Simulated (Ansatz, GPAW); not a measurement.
## Ta2N(OH)2 MXene monolayer in an electric field

Wanted: the out-of-plane polarisability of Ta2N(OH)2 MXene monolayer.

Main program and level: GPAW 26.7.0 and Ansatz 0.2.0; Ansatz plane waves; layer without images along its normal, relaxation of atoms and in-plane cell; PAW set soft_1, in the first sound run; inputs show where later runs differ.

## 1. Set-up

The cell holds 7 atoms: 2 H, 2 O, 2 Ta and 1 N. Its edges and angles: a = 3.155 Å, b = 3.155 Å, c = 22.882 Å, α = 90.0°, β = 90.0°, γ = 120.0°. Vacuum lies along c.

## 2. Relaxing the atoms

The atoms are relaxed first, since the surface dipole, and with it the work function, follows the positions of the outer layers.

input.yaml reads:

```yaml
crystal:
  lattice:
    - [3.15458, 0.0, 0.0]
    - [-1.57729, 2.7319464183, 0.0]
    - [0.0, 0.0, 22.881688773]
  atoms:
    - { symbol: H, position: [0.3333333333, 0.6666666667, 0.3496245439] }
    - { symbol: O, position: [0.3333333333, 0.6666666667, 0.3924535505] }
    - { symbol: Ta, position: [0.6666666667, 0.3333333333, 0.4456022134], spin: 1.0 }
    - { symbol: "N", position: [0.0, 0.0, 0.5] }
    - { symbol: Ta, position: [0.3333333333, 0.6666666667, 0.5543977866], spin: 1.0 }
    - { symbol: O, position: [0.6666666667, 0.3333333333, 0.6075464495] }
    - { symbol: H, position: [0.6666666667, 0.3333333333, 0.6503754561] }
  periodic: [true, true, false]
magnetization:
  spin_polarized: true
kpoints:
  mp_grid: { grid: [12, 12, 1] }
hamiltonian:
  xc: pbe
  pseudopotentials: { kind: paw, azcp: { folder: soft_1 } }
scf:
  occupations: { method: fermi_dirac, width: 0.05 }
relax:
  f_tol: 0.01
  max_steps: 90
  cell: {}
```

Started as:

```bash
$ ansatz run input.yaml --threads 4 --pin off --max-ram 8192MiB --backend cpu --events-out ev --progress --plain --runs-dir out
```

Numbers of over 12 decimals in the logs are rounded to 6 here.

The log of the run:

```text
Warning: crystal.periodic: the lattice vector that does not repeat stood 0.000° off the slab's normal, 22.882 Å along it as the deck builds it. The run solves the slab on a vector along the normal, 37.563 Å long, with every atom where it was (on the deck's vector they left 16.00 Å outside them, and the widest stretch free of ions among them is 1.24 Å). A fractional position that the run reports is one of the run's ce [...]
crystal.periodic: the lattice vector that does not repeat stood 0.000° off the slab's normal, 22.882 Å along it as the deck builds it. The run solves the slab on a vector along the normal, 37.563 Å long, with every atom where it was (on the deck's vector they left 16.00 Å outside them, and the widest stretch free of ions among them is 1.24 Å). A fractional position that the run reports is one of the run's cell, which [...]
Engine: ansatz 0.2.0, x86_64-unknown-linux-gnu
Pseudopotentials: kind: paw
Pseudopotential: H, paw, valence charge 1, recommended cutoff 420 eV (normal), soft_1/H.paw.azcp
Pseudopotential: O, paw, valence charge 6, recommended cutoff 420 eV (normal), soft_1/O.paw.azcp
Pseudopotential: Ta, paw, valence charge 13, recommended cutoff 420 eV (normal), soft_1/Ta.paw.azcp
Pseudopotential: N, paw, valence charge 5, recommended cutoff 420 eV (normal), soft_1/N.paw.azcp
Functional definition: PBE
  parameter kappa = 0.804
  parameter beta = 0.066725
  exchange = pbe_x(kappa = kappa, mu = beta*pi^2/3)
  correlation = pbe_c(beta = beta)
Crystal: 7 atoms, lattice volume = 323.727 Å³
Basis set: ecut = 420 eV, 6269 PW (Γ), exchange–correlation on 48×48×512 points (8 copies of the dense FFT grid, shifted against one another)
Bands: 31, of which v1, the nominal top of the filled ones, is band 23 counted from 1 (22 counted from 0)
Symmetry: 12 space group operations
Space group: P-3m1 (ITA 164), of the structure as read, at distance tolerance 6.9e-5 Å
Magnetic group: BNS 164.85 (UNI 1315), of the structure as read, at distance tolerance 6.9e-5 Å
k-points: 19 of 144
Non-local potential: H, projectors of the file, l = 0: 2, l = 1: 1
Non-local potential: O, projectors of the file, l = 0: 2, l = 1: 2, l = 2: 1
Non-local potential: Ta, projectors of the file, l = 0: 3, l = 1: 2, l = 2: 2, l = 3: 1
Non-local potential: N, projectors of the file, l = 0: 2, l = 1: 2, l = 2: 1
PAW form: soft (Blöchl's): semilocal exchange-correlation on the pseudo side does not see the compensation charge
PAW one-centre angular grid: H, 110 points (default); XC on 64 Gauss nodes
PAW one-centre angular grid: O, 110 points (default); XC on 64 Gauss nodes
PAW one-centre angular grid: Ta, 590 points (default); XC on 64 Gauss nodes
PAW one-centre angular grid: N, 110 points (default); XC on 64 Gauss nodes
Initial density: superposition of atomic densities (neutral atoms: chi_scale 0, normalization atom)
Starting moments: Σ|m| = 2 μB on 2 of 7 sites
Initial wavefunctions: pseudopotential atomic-orbital guess
Functional: x = pbe(κ = 0.804, μ = 0.219515), c = pbe(β = 0.066725)
SCF iter   1: F=—  HF=-21423.247159 eV  |F-HF|=—  |Δ(HF+E_count)|=         —  Δρ=3.54e-2 (↑3.54e-2 ↓3.33e-2)  dr2=2.26e1  dr2_m=9.02e-2  M=1.051 μB ∫|m|=1.074 μB  β_m=0.30  ethr=3.10e-3  ⟨swp⟩=16.5  Hψ=9191  notcnv=0  defer=2
Mixer restart at iter 1: flushing history
preconditioner: auto → LDOS  [metal: Δε(μ)=0.034 eV  Ē_g=11.450 eV  σ=0.050 eV  W_gap=0.17  n_scr=22 (ndim 8)  ℏωp=10.3 eV  f_vac=0.751  D(μ)=2.78/eV (n_scr^D=14)]
spin=Collinear: LDOS preconditioning applied to the charge; magnetization (m = ρ↑ − ρ↓) channel mixes plain (no charge-response kernel on spin).
SCF iter   2: F=—  HF=-21420.180534 eV  |F-HF|=—  |Δ(HF+E_count)|=    3.07e0  Δρ=2.30e-2 (↑2.30e-2 ↓2.14e-2)  dr2=1.07e1  dr2_m=5.21e-2  M=0.965 μB ∫|m|=0.993 μB  β_m=0.52  ethr=3.10e-3  ⟨swp⟩=3.9  Hψ=2809  notcnv=0  defer=40
SCF iter   3: F=—  HF=-21418.369827 eV  |F-HF|=—  |Δ(HF+E_count)|=    1.81e0  Δρ=8.54e-3 (↑8.54e-3 ↓6.53e-3)  dr2=2.96e0  dr2_m=1.71e-2  M=0.582 μB ∫|m|=0.628 μB  β_m=0.58  ethr=3.10e-3  ⟨swp⟩=7.0  Hψ=3818  notcnv=0  defer=50
SCF iter   4: F=—  HF=-21418.197218 eV  |F-HF|=—  |Δ(HF+E_count)|=   1.73e-1  Δρ=4.13e-3 (↑4.13e-3 ↓2.69e-3)  dr2=6.44e-1  dr2_m=7.67e-3  M=0.555 μB ∫|m|=0.585 μB  β_m=0.76  ethr=3.10e-3  ⟨swp⟩=3.6  Hψ=2116  notcnv=0  defer=50
SCF iter   5: F=—  HF=-21418.206473 eV  |F-HF|=—  |Δ(HF+E_count)|=   9.26e-3  Δρ=1.38e-3 (↑1.38e-3 ↓9.14e-4)  dr2=5.36e-2  dr2_m=2.84e-3  M=0.409 μB ∫|m|=0.432 μB  β_m=0.88  ethr=1.43e-3  ⟨swp⟩=4.7  Hψ=2709  notcnv=0  defer=45
SCF iter   6: F=—  HF=-21418.226514 eV  |F-HF|=—  |Δ(HF+E_count)|=         —  Δρ=1.19e-3 (↑1.19e-3 ↓1.10e-3)  dr2=5.44e-3  dr2_m=3.72e-3  M=0.153 μB ∫|m|=0.170 μB  β_m=0.88  ethr=1.19e-4  ⟨swp⟩=4.3  Hψ=2525  notcnv=0  defer=44
SCF iter   7: F=—  HF=-21418.227796 eV  |F-HF|=—  |Δ(HF+E_count)|=   1.28e-3  Δρ=4.71e-4 (↑4.71e-4 ↓4.63e-4)  dr2=1.36e-3  dr2_m=6.17e-4  M=0.074 μB ∫|m|=0.083 μB  β_m=0.94  ethr=1.21e-5  ⟨swp⟩=3.1  Hψ=2492  notcnv=0  defer=44
SCF iter   8: F=—  HF=-21418.228606 eV  |F-HF|=—  |Δ(HF+E_count)|=   8.10e-4  Δρ=1.35e-4 (↑1.35e-4 ↓1.30e-4)  dr2=1.06e-4  dr2_m=4.08e-5  M=0.017 μB ∫|m|=0.020 μB  β_m=0.97  ethr=3.02e-6  ⟨swp⟩=3.2  Hψ=2604  notcnv=0  defer=44
SCF iter   9: F=—  HF=-21418.228664 eV  |F-HF|=—  |Δ(HF+E_count)|=   5.77e-5  Δρ=4.20e-5 (↑3.44e-5 ↓4.20e-5)  dr2=1.54e-5  dr2_m=2.28e-6  M=0.002 μB ∫|m|=0.004 μB  β_m=0.94  ethr=2.36e-7  ⟨swp⟩=3.4  Hψ=2598  notcnv=0  defer=44
SCF iter  10: F=—  HF=-21418.228642 eV  |F-HF|=—  |Δ(HF+E_count)|=   2.19e-5  Δρ=1.41e-5 (↑1.41e-5 ↓1.37e-5)  dr2=8.89e-6  dr2_m=2.91e-7  M=-0.001 μB ∫|m|=0.001 μB  β_m=0.89  ethr=3.43e-8  ⟨swp⟩=3.6  Hψ=2677  notcnv=0  defer=44
SCF iter  11: F=—  HF=-21418.228641 eV  |F-HF|=—  |Δ(HF+E_count)|=   6.20e-7  Δρ=7.75e-6 (↑7.75e-6 ↓7.10e-6)  dr2=4.27e-7  dr2_m=3.47e-8  M=0.000 μB ∫|m|=0.001 μB  β_m=0.78  ethr=1.98e-8  ⟨swp⟩=3.2  Hψ=2303  notcnv=0  defer=44
SCF iter  12: F=—  HF=-21418.228641 eV  |F-HF|=—  |Δ(HF+E_count)|=   1.01e-7  Δρ=2.60e-6 (↑2.27e-6 ↓2.60e-6)  dr2=2.70e-8  dr2_m=1.02e-8  M=0.000 μB ∫|m|=0.000 μB  β_m=0.82  ethr=9.48e-10  ⟨swp⟩=3.9  Hψ=2731  notcnv=0  defer=44
SCF iter  13: F=—  HF=-21418.228642 eV  |F-HF|=—  |Δ(HF+E_count)|=   1.18e-7  Δρ=9.97e-7 (↑9.97e-7 ↓7.31e-7)  dr2=3.49e-9  dr2_m=1.91e-9  M=0.000 μB ∫|m|=0.000 μB  β_m=0.91  ethr=6.00e-11  ⟨swp⟩=3.3  Hψ=2404  notcnv=0  defer=44
[...]
relax step  13: F+E_penalty+E_count = -21418.98002992 eV  Δ(F+E_penalty+E_count) = +2.013e-4 eV  max|allowed force component| = 1.767e-2 eV/Å  Δτ_max = 0.0020 Å  P = -0.139 N/m  Ω = 353.611 Å³  energy of the carried Pulay correction = -2.636e-3 eV  fix = [c, alpha, beta]  (8 SCF iters, dr2 threshold 8.27e-9 eV, rejected (line search))
relax step  14: F+E_penalty+E_count = -21418.98021562 eV  Δ(F+E_penalty+E_count) = +1.560e-5 eV  max|allowed force component| = 1.870e-3 eV/Å  Δτ_max = 0.0010 Å  P = +0.018 N/m  Ω = 353.335 Å³  energy of the carried Pulay correction = -2.488e-3 eV  fix = [c, alpha, beta]  reactions: c +0.000 N/m  (10 SCF iters, accepted)
iter 1 solved again at ethr=1.75e-7 eV; its pass at ethr=3.10e-3 eV (dr2=7.88e-5 eV) is discarded
SCF iter   1: F=—  HF=-21418.980732 eV  |F-HF|=—  |Δ(HF+E_count)|=         —  Δρ=3.23e-5 (↑3.23e-5 ↓3.23e-5)  dr2=6.04e-6  dr2_m=5.12e-14  M=0.000 μB ∫|m|=0.000 μB  β_m=0.65  ethr=1.75e-7  ⟨swp⟩=7.2  Hψ=14702  notcnv=0
preconditioner: auto → LDOS  [metal: Δε(μ)=0.097 eV  Ē_g=9.708 eV  σ=0.050 eV  W_gap=0.43  n_scr=20 (ndim 8)  ℏωp=9.9 eV  f_vac=0.762  D(μ)=2.51/eV (n_scr^D=12)]
spin=Collinear: LDOS preconditioning applied to the charge; magnetization (m = ρ↑ − ρ↓) channel mixes plain (no charge-response kernel on spin).
SCF iter   2: F=—  HF=-21418.982149 eV  |F-HF|=—  |Δ(HF+E_count)|=   1.42e-3  Δρ=1.11e-5 (↑1.11e-5 ↓1.11e-5)  dr2=2.89e-7  dr2_m=2.32e-14  M=0.000 μB ∫|m|=0.000 μB  β_m=0.48  ethr=1.34e-8  ⟨swp⟩=4.0  Hψ=2534  notcnv=0
SCF iter   3: F=—  HF=-21418.982459 eV  |F-HF|=—  |Δ(HF+E_count)|=   3.10e-4  Δρ=6.12e-6 (↑6.12e-6 ↓6.12e-6)  dr2=3.37e-7  dr2_m=1.37e-14  M=0.000 μB ∫|m|=0.000 μB  β_m=0.48  ethr=6.41e-10  ⟨swp⟩=4.5  Hψ=2472  notcnv=0
SCF iter   4: F=—  HF=-21418.982603 eV  |F-HF|=—  |Δ(HF+E_count)|=   1.43e-4  Δρ=3.18e-6 (↑3.18e-6 ↓3.18e-6)  dr2=1.31e-7  dr2_m=5.50e-15  M=0.000 μB ∫|m|=0.000 μB  β_m=0.68  ethr=6.41e-10  ⟨swp⟩=3.4  Hψ=1692  notcnv=0
SCF iter   5: F=—  HF=-21418.982664 eV  |F-HF|=—  |Δ(HF+E_count)|=   6.10e-5  Δρ=1.05e-6 (↑1.05e-6 ↓1.05e-6)  dr2=3.42e-8  dr2_m=6.16e-15  M=0.000 μB ∫|m|=0.000 μB  β_m=0.84  ethr=2.92e-10  ⟨swp⟩=3.5  Hψ=1923  notcnv=0
SCF iter   6: F=—  HF=-21418.982673 eV  |F-HF|=—  |Δ(HF+E_count)|=   9.45e-6  Δρ=3.92e-7 (↑3.92e-7 ↓3.92e-7)  dr2=8.92e-9  dr2_m=1.18e-14  M=0.000 μB ∫|m|=0.000 μB  β_m=0.75  ethr=7.60e-11  ⟨swp⟩=2.8  Hψ=1862  notcnv=0
SCF iter   7: F=—  HF=-21418.982674 eV  |F-HF|=—  |Δ(HF+E_count)|=   2.90e-7  Δρ=1.58e-7 (↑1.57e-7 ↓1.58e-7)  dr2=1.60e-9  dr2_m=8.42e-15  M=0.000 μB ∫|m|=0.000 μB  β_m=0.88  ethr=1.98e-11  ⟨swp⟩=2.9  Hψ=1920  notcnv=0
SCF iter   8: F=—  HF=-21418.982682 eV  |F-HF|=—  |Δ(HF+E_count)|=   8.10e-6  Δρ=7.54e-8 (↑7.48e-8 ↓7.54e-8)  dr2=4.06e-10  dr2_m=9.28e-15  M=0.000 μB ∫|m|=0.000 μB  β_m=0.88  ethr=3.57e-12  ⟨swp⟩=4.6  Hψ=2352  notcnv=0
SCF iter   9: F=—  HF=-21418.982682 eV  |F-HF|=—  |Δ(HF+E_count)|=   3.80e-9  Δρ=3.55e-8 (↑3.55e-8 ↓3.55e-8)  dr2=9.85e-11  dr2_m=3.22e-15  M=0.000 μB ∫|m|=0.000 μB  β_m=0.94  ethr=1.00e-12  ⟨swp⟩=2.4  Hψ=1602  notcnv=0
SCF iter  10: F=—  HF=-21418.982682 eV  |F-HF|=—  |Δ(HF+E_count)|=   1.06e-9  Δρ=2.92e-8 (↑2.86e-8 ↓2.92e-8)  dr2=3.29e-11  dr2_m=5.83e-15  M=0.000 μB ∫|m|=0.000 μB  β_m=0.93  ethr=1.00e-12  ⟨swp⟩=2.9  Hψ=1620  notcnv=0
SCF iter  11: F=-21418.982682 eV  HF=-21418.982682 eV  |F-HF|=9.46e-11  |Δ(HF+E_count)|=  7.31e-10  Δρ=1.18e-8 (↑1.18e-8 ↓1.09e-8)  dr2=3.39e-12  dr2_m=1.80e-15  M=0.000 μB ∫|m|=0.000 μB  ethr=1.00e-12  ⟨swp⟩=9.2  Hψ=6256  notcnv=0
the starting moments were not kept: the SCF closed with an absolute magnetisation of 6.0e-8 μB, where they sum to 2 μB in size (2 sites). That is at most 0.1 of that sum. Measured as dr2_m measures the in/out step, that magnetisation stands 2.4e-16 eV from none, at or under the dr2_threshold of 2.5e-11 eV: it is no larger than a step whose dr2_m would equal this threshold.
SCF 15 converged in 11 iterations: F = -21418.982682 eV  dr2 = 3.39e-12
relax step  15: F+E_penalty+E_count = -21418.98268164 eV  Δ(F+E_penalty+E_count) = -2.466e-3 eV  max|allowed force component| = 1.699e-3 eV/Å  Δτ_max = 0.0000 Å  P = +0.034 N/m  Ω = 353.335 Å³  fix = [c, alpha, beta]  reactions: c +0.000 N/m  stress off target by 3.38e-2 N/m on what of the cell is left free  SCF on the basis re-selected at this cell (its energy is not comparable with the rows above)  (11 SCF iters)
basis re-selected at this cell: Δ(F+E_penalty+E_count) = -2.466e-3 eV, ΔP = +0.015 N/m vs the last step (what re-selecting the basis moved, of the pressure what is left beyond the Pulay correction that the steps carried, after the strain that the cell walked since its last selection, with what the two solves' SCF thresholds leave and, on support functions, any second-order correction that the steps lacked; it is no m [...]
SCF converged after 11 iterations
Magnetization: 0.0000 μB (22.5000 up, 22.5000 down)
Absolute magnetization: 0.0000 μB (∫|ρ↑−ρ↓|, with the PAW one-centre terms)
Spin contamination: 0.0000 ħ² per cell (⟨S²⟩ above its minimum at these occupations)
Per-site moments (μB) at R_I (Å): [(2.926149435612652e-10, 0.404266), (-1.8150530927667742e-9, 0.404266), (1.84781842623125e-9, 0.889835), (8.237144471248741e-9, 0.889835), (1.847818494531887e-9, 0.889835), (-1.815053081451817e-9, 0.404266), (2.926148968197381e-10, 0.404266)]
Free energy (F): -21418.982682 eV
Harris-Foulkes:  -21418.982682 eV  (|F-HF|=9.46e-11)
Internal energy: -21418.961436 eV  (E = F + TS)
E sigma→0 (E₀):  -21418.972059 eV
Entropy (-TS):   -0.021246 eV (-3.035 meV/atom)
Fermi energy:    -2.516832 eV
--- Per-component energies (eV) ---
  E_band       = -1095.727561
  E_kinetic    = 1285.171284
  E_local      = -148407.834889  (includes V_loc(G=0)·N_el)
  E_nonlocal   = 119.586957
  E_hartree    = 73485.180315
  E_xc         = -862.364540
  E_vxc        = -747.710545  (∫ρ·V_xc dr)
  E_paw        = -17064.881820  (= ΣΔE_a)
  E_vpaw       = -315.301155  (= ΣTr[D̂ρ^β])
  E_aug_tail   = 0.000633  (compensation charges beyond the density's cutoff)
  E_ewald      = 70026.180623
  E_smearing   = -0.021246  (= −TS)
  E_closure    = -0.000000  (closes the sum)
  Σ components = -21418.982682   (vs F -21418.982682, Δ=0.00e0)
--- Forces (eV/Å), atoms counted from 1 ---
  atom   1  H      0.00000000    -0.00000000    -0.00139522
  atom   2  O      0.00000000    -0.00000000    -0.00169891
  atom   3  Ta    -0.00000000     0.00000000    -0.00117104
  atom   4  N      0.00000000     0.00000000     0.00000000
  atom   5  Ta     0.00000000    -0.00000000     0.00117104
  atom   6  O     -0.00000000     0.00000000     0.00169891
  atom   7  H      0.00000000     0.00000000     0.00139522
  max |Σ_I F_I| component: 1.91e-17 eV/Å
--- 2D stress c σ (N/m, compression-positive) ---
        0.033785       0.000000      -0.000000
        0.000000       0.033785       0.000000
       -0.000000       0.000000       0.000000
  P = ½ c Tr σ = 0.0338 N/m
--- Relaxed structure (13 steps of the walk, 11 accepted, 2 SCFs on fresh bases) ---
  F+E_penalty+E_count = -21418.98268164 eV   max|allowed force component| = 1.699e-3 eV/Å   (the final SCF, on the basis selected at the relaxed cell)
  cell:  # Å, volume = 353.3352 Å³
    - [3.295686, 0.0, 0]
    - [-1.647843, 2.854148, 0]
    - [0, 0, 37.563378]
  atoms:
    - { symbol: H, position: [0.333333, 0.666667, 0.217321] }
    - { symbol: O, position: [0.333333, 0.666667, 0.243411] }
    - { symbol: Ta, position: [0.666667, 0.333333, 0.277519] }
    - { symbol: N, position: [0, 0, 0.304574] }
    - { symbol: Ta, position: [0.333333, 0.666667, 0.331630] }
    - { symbol: O, position: [0.666667, 0.333333, 0.365738] }
    - { symbol: H, position: [0.666667, 0.333333, 0.391828] }
```

Run time: 65 s. Hardware: 4 threads of AMD EPYC 9R14 (Zen 4), shared host; peak memory 1 GiB; 4 min of CPU time.

Relaxation path:

| step | energy less that of the first step (eV) | largest force component (eV/Å) | volume (Å³) |
| --- | --- | --- | --- |
| 1 | 0.0000 | 2.8872 | 323.73 |
| 2 | -0.4604 | 0.9130 | 317.26 |
| 3 | -0.1905 | 4.1171 | 335.31 |
| 4 | -0.6544 | 0.2528 | 332.44 |
| 5 | -0.7186 | 0.5784 | 346.00 |
| 6 | -0.7299 | 0.2184 | 348.47 |
| 7 | -0.7305 | 0.2800 | 348.90 |
| 8 | -0.7323 | 0.0140 | 348.70 |
| 9 | -0.7325 | 0.0098 | 348.45 |
| 10* | -0.7528 | 0.0098 | 348.45 |
| 11 | -0.7524 | 0.0145 | 351.35 |
| 12 | -0.7516 | 0.0115 | 353.27 |
| 13 | -0.7514 | 0.0177 | 353.61 |
| 14 | -0.7516 | 0.0019 | 353.34 |
| 15* | -0.7540 | 0.0017 | 353.34 |

Relaxation steps marked * repeat the geometry before them on a plane-wave basis chosen anew for their cell, so energy and pressure can jump there. Relaxation steps 3, 13 were tried and not accepted.

The run keeps the 12 symmetry operations that it works with, so distortions that break them were not tested.

| cell as run | before | after | change |
| --- | --- | --- | --- |
| a (Å) | 3.155 | 3.296 | +4.5 % |
| b (Å) | 3.155 | 3.296 | +4.5 % |

The atoms that moved most (Å, along periodic axes as changes of fractional coordinates times the final cell, across vacuum about the mean position):

| atom | dx | dy | dz | length |
| --- | --- | --- | --- | --- |
| Ta3 | 0.000 | 0.000 | 0.228 | 0.228 |
| Ta5 | 0.000 | 0.000 | -0.228 | 0.228 |
| O2 | 0.000 | 0.000 | 0.163 | 0.163 |
| O6 | 0.000 | 0.000 | -0.163 | 0.163 |
| H7 | 0.000 | 0.000 | -0.163 | 0.163 |
| H1 | 0.000 | 0.000 | 0.163 | 0.163 |

The relaxed structure:

```cif
data_structure
_symmetry_space_group_name_H-M 'P 1'
_symmetry_Int_Tables_number 1
_cell_length_a 3.2957
_cell_length_b 3.2957
_cell_length_c 37.5634
_cell_angle_alpha 90.000
_cell_angle_beta 90.000
_cell_angle_gamma 120.000
_cell_volume 353.34
loop_
_atom_site_label
_atom_site_type_symbol
_atom_site_fract_x
_atom_site_fract_y
_atom_site_fract_z
_atom_site_occupancy
H1 H 0.33333 0.66667 0.21732 1
O2 O 0.33333 0.66667 0.24341 1
Ta3 Ta 0.66667 0.33333 0.27752 1
N4 N 0.00000 0.00000 0.30457 1
Ta5 Ta 0.33333 0.66667 0.33163 1
O6 O 0.66667 0.33333 0.36574 1
H7 H 0.66667 0.33333 0.39183 1
```

This step gave:

```yaml
free_energy: -21418.9827 eV
smearing_term_ts: 0.02125 eV
symmetry_operations: 12
```

The relaxation lowered the energy of the cell by 0.754 eV.

[end of part 1 of 3]

[Logs are printed without paths, hosts, clocks, repeated set-up lines and the standing remarks that a program may print on its own settings, such as how far it seeks lower states.]

[Hosts, paths, dates, database ids (printed as entryN), source tags and the programs' standing remarks are cut or masked in the printed files.]
